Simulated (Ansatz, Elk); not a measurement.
# Bonding as seen by X-rays: ScVB2

Structure refinements treat a crystal as free atoms side by side. For a made-up structure of ScVB2 (cell and positions from a PBEsol relaxation) the runs below show what the calculated density changes in F(hkl).

Calculated with Elk 11.2.3 (patched build); DFT, PBE, all-electron APW+lo, Dirac cores, scalar-relativistic bands, static density, no spin.

The structure was built from a prototype and need not be the compound's stable phase.

## (1) Starting point

Symmetry: R-3m, No. 166, trigonal system. Conventional cell: a = 3.212 Å, b = 3.212 Å, c = 15.726 Å, α = 90.00°, β = 90.00°, γ = 120.00°. V has 6 B at 2.14 Å nearest. Sc has 6 B at 2.42 Å nearest. Nearest to B lie 3 V at 2.14 Å and 3 Sc at 2.42 Å. Farther neighbours are not listed.

Coordinates:

```cif
data_structure
_symmetry_space_group_name_H-M 'R-3m:H'
_symmetry_Int_Tables_number 166
_cell_length_a 3.2116
_cell_length_b 3.2116
_cell_length_c 15.7257
_cell_angle_alpha 90.000
_cell_angle_beta 90.000
_cell_angle_gamma 120.000
_cell_volume 140.47
loop_
_atom_site_label
_atom_site_type_symbol
_atom_site_symmetry_multiplicity
_atom_site_Wyckoff_symbol
_atom_site_fract_x
_atom_site_fract_y
_atom_site_fract_z
_atom_site_occupancy
V1 V 3 a 0.00000 0.00000 0.00000 1
Sc1 Sc 3 b 0.66667 0.33333 0.83333 1
B1 B 6 c 0.33333 0.66667 0.93217 1
```

## (2) Ground state and structure factors

An all-electron density is needed, since X-rays see the cores too. Task 0 finds the density and task 195 Fourier-transforms it; tshift is off so that phases refer to the origin typed.

The input, elk.in:

```
tasks
  0
  195

xctype
  20

spinpol
  .false.

rgkmax
  7.0

gmaxvr
  14.0

lmaxo
  7

lmaxapw
  8

swidth
  0.002

tshift
  .false.

hmaxvr
  5.5

maxscl
  120

epspot
  1e-06

sppath
  './'

avec
  3.03455706847 1.75200234069 9.90572825078
  -3.03455706847 1.75200234069 9.90572825078
  -0.00000000000 -3.50400468037 9.90572825096

atoms
  3
  'V.in'
  1
  0.0000000000 0.0000000000 0.0000000000   0.000000 0.000000 0.000000
  'Sc.in'
  1
  0.5000000000 0.5000000000 0.5000000000   0.000000 0.000000 0.000000
  'B.in'
  2
  0.2655025289 0.2655025289 0.2655025289   0.000000 0.000000 0.000000
  0.7344974711 0.7344974711 0.7344974711   0.000000 0.000000 0.000000

ngridk
  8 8 8
```

Command:

```console
$ OMP_NUM_THREADS=4 elk
```

Numbers of over 12 decimals in the logs are rounded to 6 here.

What it wrote:

```text
┌─────────────────────────┐
│ Elk code version 11.2.3 │
└─────────────────────────┘

All units are atomic (Hartree, Bohr, etc.)

┌─────────────────────────────────────────────────┐
│ Ground-state run starting from atomic densities │
└─────────────────────────────────────────────────┘

Lattice vectors :
   3.034557068       1.752002341       9.905728251
  -3.034557068       1.752002341       9.905728251
  -0.000000000      -3.504004680       9.905728251

Reciprocal lattice vectors :
   1.035272227      0.5977146988      0.2114327235
  -1.035272227      0.5977146988      0.2114327235
  0.1867559575E-16  -1.195429398      0.2114327235

Unit cell volume      :    315.9858617
Brillouin zone volume :   0.7850041520

Muffin-tin inner radius fraction :   0.1000000000E-01

Nuclei treated as point charges

Species : 1 (V)
 parameters loaded from : V.in
 name : vanadium
 nuclear charge    :   -23.00000000
 electronic charge :    23.00000000
 atomic mass :    92860.67382
 muffin-tin radius :    2.281389876
 number of radial points in muffin-tin :    993
 inner part over the whole radius :   0.9914029157E-02
 number on inner part of muffin-tin    :    698
 approximate nuclear radius :   0.6897515165E-04
 number of mesh points to nuclear radius :    328
 atomic positions (lattice), magnetic fields (Cartesian) :
  1 :   0.00000000  0.00000000  0.00000000    0.00000000  0.00000000  0.00000000

Species : 2 (Sc)
 parameters loaded from : Sc.in
 name : scandium
 nuclear charge    :   -21.00000000
 electronic charge :    21.00000000
 atomic mass :    81949.61073
 muffin-tin radius :    2.400000000
 number of radial points in muffin-tin :    993
 inner part over the whole radius :   0.9898716403E-02
 number on inner part of muffin-tin    :    698
 approximate nuclear radius :   0.6711386133E-04
 number of mesh points to nuclear radius :    323
 atomic positions (lattice), magnetic fields (Cartesian) :
  1 :   0.50000000  0.50000000  0.50000000    0.00000000  0.00000000  0.00000000

Species : 3 (B)
 parameters loaded from : B.in
 name : boron
 nuclear charge    :   -5.000000000
 electronic charge :    5.000000000
 atomic mass :    19707.24742
 muffin-tin radius :    1.711042407
 number of radial points in muffin-tin :    593
 inner part over the whole radius :   0.9874605716E-02
 number on inner part of muffin-tin    :    404
 approximate nuclear radius :   0.4534157419E-04
 number of mesh points to nuclear radius :    162
 atomic positions (lattice), magnetic fields (Cartesian) :
  1 :   0.26550253  0.26550253  0.26550253    0.00000000  0.00000000  0.00000000
  2 :  -0.26550253 -0.26550253 -0.26550253    0.00000000  0.00000000  0.00000000

Total number of atoms per unit cell :    4
Total muffin-tin volume :    149.6100243
 ratio of muffin-tin to unit cell volume :   0.4734706278

Spin treatment :
 spin-unpolarised

Number of Bravais lattice symmetries :   12
Number of crystal symmetries         :   12
Crystal has inversion symmetry
Real symmetric eigensolver will be used

k-point grid :      8     8     8
k-point offset :    0.000000000       0.000000000       0.000000000
k-point set is reduced with full crystal symmetry group
Total number of k-points :       65

Muffin-tin radius times maximum |G+k| :    7.000000000
 using average radius
Maximum |G+k| for APW functions       :    3.455307886
Maximum (1/2)|G+k|²                   :    5.969576295
Maximum |G| for potential and density :    14.00000000
Constant for pseudocharge density :    8
 order of it for each species :   15  15  15
 order of it for pair densities of each species (exact exchange by exxq0 0: 16) :   12  14   5
Radial integration step length :    1

G-vector grid sizes :     48    48    48
Number of G-vectors :    14727

Maximum angular momentum used for
 APW functions            :    8
 outer part of muffin-tin :    7
 inner part of muffin-tin :    2

Total nuclear charge    :   -54.00000000
Total core charge       :    24.00000000
Total valence charge    :    30.00000000
[...]
correlation                 :     -2.261398
 electron entropic           :    -0.76123937724498E-03
 total energy                :     -1764.0651443233

Density of states at Fermi energy :    59.95158103
 (states/Hartree/unit cell)

Estimated indirect band gap :   0.6874534013E-03
 from k-point 7 to k-point 35
Estimated direct band gap   :   0.5369178979E-02
 at k-point 18

Charges :
 core                        :    24.00000000
 valence                     :    30.00000000
 interstitial                :    5.932740651
 muffin-tins (core leakage)
  species : 1 (V)
   atom 1                    :    20.84826606     ( -0.2189454360E-06)
  species : 2 (Sc)
   atom 1                    :    18.98578163     ( -0.2162170603E-06)
  species : 3 (B)
[...]
total in muffin-tins        :    48.06725935
 total calculated charge     :    53.99875031
 total charge                :    54.00000000
 error                       :   0.1249685967E-02

RMS change in Kohn-Sham potential (target) :    2.959932426     (  0.1000000000E-05)
Absolute change in total energy (target)   :   0.2989387047     (  0.1000000000E-03)

[... loops 3 to 17 left out ...]

┌──────────────────┐
│ Loop number : 18 │
└──────────────────┘

Energies :
 Fermi                       :     0.296321
 sum of occupied eigenvalues :     -1021.4042728539
 electron kinetic            :      1779.7146674086
 core electron kinetic       :      1634.0989568924
 Coulomb                     :     -3450.2940004838
 Coulomb potential           :     -2681.1090216690
 nuclear-nuclear             :     -298.43825892570
 electron-nuclear            :     -3631.5156437753
 Hartree                     :      479.65990221723
 Madelung                    :     -2109.7394896493
 xc potential                :     -120.00991859343
 exchange                    :     -90.413260909245
 correlation                 :     -2.277130
 electron entropic           :    -0.72156290845363E-03
 total energy                :     -1763.2704450566

Density of states at Fermi energy :    54.72144552
 (states/Hartree/unit cell)

Estimated indirect band gap :   0.9677369542E-03
 from k-point 45 to k-point 35
Estimated direct band gap   :   0.1890800728E-01
 at k-point 63

Charges :
 core                        :    24.00000000
 valence                     :    30.00000000
 interstitial                :    5.703337911
 muffin-tins (core leakage)
  species : 1 (V)
[...]
species : 2 (Sc)
[...]
species : 3 (B)
[...]
total in muffin-tins        :    48.29666209
 total calculated charge     :    53.99904194
 total charge                :    54.00000000
 error                       :   0.9580593095E-03

RMS change in Kohn-Sham potential (target) :   0.7075436757E-06 (  0.1000000000E-05)
Absolute change in total energy (target)   :   0.5958015663E-05 (  0.1000000000E-03)

Convergence targets achieved

┌──────────────────┐
│ Loop number : 19 │
└──────────────────┘

Energies :
 Fermi                       :     0.296321
 sum of occupied eigenvalues :     -1021.4042762184
 electron kinetic            :      1779.7146691782
 core electron kinetic       :      1634.0989573619
 Coulomb                     :     -3450.2940037628
 Coulomb potential           :     -2681.1090218003
 nuclear-nuclear             :     -298.43825892570
 electron-nuclear            :     -3631.5156502448
 Hartree                     :      479.65990540773
 Madelung                    :     -2109.7394928626
 xc potential                :     -120.00992359633
 exchange                    :     -90.413261098889
 correlation                 :     -2.277130
 electron entropic           :    -0.72156290234003E-03
 total energy                :     -1763.2704467572

Density of states at Fermi energy :    54.72144658
 (states/Hartree/unit cell)

Estimated indirect band gap :   0.9677339241E-03
 from k-point 45 to k-point 35
Estimated direct band gap   :   0.1890801322E-01
 at k-point 63

Charges :
 core                        :    24.00000000
 valence                     :    30.00000000
 interstitial                :    5.703337871
 muffin-tins (core leakage)
  species : 1 (V)
[...]
species : 2 (Sc)
   atom 1                    :    19.29466189     ( -0.2162858586E-06)
  species : 3 (B)
   atom 1                    :    3.740062531     (  0.1275180917E-03)
   atom 2                    :    3.740062531     (  0.1275180917E-03)
 total in muffin-tins        :    48.29666213
 total calculated charge     :    53.99904194
 total charge                :    54.00000000
 error                       :   0.9580592697E-03

┌──────────────────────────────┐
│ Self-consistent loop stopped │
└──────────────────────────────┘

Warning : core states of species 3 leak from the muffin-tin :   0.1275180917E-03

Wrote STATE.OUT
```

Run time: 43 s. Hardware: 4 threads of Arm Neoverse N1, shared host; peak memory 0.16 GiB; 2.2 min of CPU time.

SFACRHO.OUT:

```text

h k l indices transformed by vhmat matrix:
   1.000000000       0.000000000       0.000000000    
   0.000000000       1.000000000       0.000000000    
   0.000000000       0.000000000       1.000000000    

      h      k      l  multipl.   |H|            Re(F)            Im(F)           |F|

      0      0      0      1   0.0000000       54.000000      0.62969433E-16   54.000000    
      1      1      1      2  0.63429817       4.5952899      0.34807404E-13   4.5952899    
      0      1      0      6   1.2139832       1.3478480      0.93185176E-14   1.3478480    
      1      0      1      6   1.2680168       26.674336     -0.16033332E-13   26.674336    
     -2     -2     -2      2   1.2685963       27.450722      0.60433327E-13   27.450722    
     -2     -1     -1      6   1.4643470       35.574001      0.34122219E-13   35.574001    
      2      2      1      6   1.5958215     -0.64670863      0.34807404E-13  0.64670863    
      2      2      3      6   1.9025082       4.1007245      0.53992587E-13   4.1007245    
     -3     -3     -3      2   1.9028945      -1.6436679     -0.62214808E-13   1.6436679    
      1      0     -1      6   2.0705445       29.576527     -0.94469815E-15   29.576527    
      2      3      3      6   2.0712543       28.492075     -0.57281476E-13   28.492075    
      0      1      2     12   2.1655227       2.5043796      0.25214812E-13   2.5043796    
     -1      1     -1      6   2.4001895      0.98731112     -0.13703702E-14  0.98731112    
      0     -2      0      6   2.4279664       19.874039      0.11922221E-13   19.874039    
     -3     -2     -1     12   2.4282691       20.383467      0.44399995E-13   20.383467    
      3      3      4      6   2.4288745       21.322338     -0.48785180E-13   21.322338    
      2      0      2      6   2.5360336       25.577587     -0.25488886E-13   25.577587    
     -4     -4     -4      2   2.5371927       23.738244      0.92637028E-13   23.738244
```

Elk indexes on the primitive cell of elk.in and gives |H| = 4π sin θ/λ in inverse bohr. Below, one row stands for each form hkl of the conventional cell (m members, Friedel mates merged), F is for one primitive cell and the density is static (no thermal factor). Free-atom factors are Waasmaier and Kirfel's, and R is Σm||F|−|F'||/Σm|F|.

```tsv
hkl	m	sin θ/λ (Å⁻¹)	abs F, DFT	neutral atoms	diff.
003	2	0.095	4.595	4.501	+0.094
101	6	0.183	1.348	1.359	-0.011
012	6	0.191	26.674	27.218	-0.543
006	2	0.191	27.451	28.037	-0.586
104	6	0.220	35.574	35.557	+0.017
015	6	0.240	0.647	0.428	+0.219
107	6	0.286	4.101	4.214	-0.113
009	2	0.286	1.644	1.509	+0.134
110	6	0.311	29.576	29.717	-0.140
018	6	0.311	28.492	28.597	-0.104
113	12	0.326	2.504	2.609	-0.105
021	6	0.361	0.987	1.085	-0.097
202	6	0.365	19.874	19.810	+0.064
116	12	0.365	20.384	20.325	+0.059
1 0 10	6	0.365	21.322	21.276	+0.046
024	6	0.381	25.578	25.719	-0.141
0 0 12	2	0.382	23.738	23.876	-0.138
205	6	0.393	0.150	0.255	-0.105
```

## (3) What came out

```yaml
r_against_neutral_atoms_sin_theta_lambda_0p3_a_minus1: 1.48 %
r_against_neutral_atoms_0p3_to_0p82_a_minus1: 0.51 %
```

**Reading.** Independent neutral atoms miss the calculated amplitudes by R = 1.48 % below 0.3 Å⁻¹ and 0.51 % from there to 0.82 Å⁻¹; by shells, 2.04 % below 0.15 Å⁻¹ (1 form), 1.47 % 0.15 to 0.3 (7 forms), 0.70 % 0.3 to 0.45 (14 forms), 0.47 % above 0.45 (87 forms). Bonding, aspherical density and the tables' own atoms all enter these figures, and the runs don't part them. The largest change of an amplitude is -0.59 electrons, at 006. Weak lines can change much in proportion: 015 goes from 0.43 to 0.65. The basis has no finished test. The k-mesh has no finished test. These runs have no spin, though d or f shells may be open. Part of the difference isn't bonding: the tables are fits to free atoms and ions calculated by other methods than this functional. Thermal motion, anomalous dispersion and extinction are left out.

[Logs are printed without paths, hosts, clocks, repeated set-up lines and the standing remarks that a program may print on its own settings, such as how far it seeks lower states.]

[Hosts, paths, dates, database ids (printed as entryN), source tags and the programs' standing remarks are cut or masked in the printed files.]
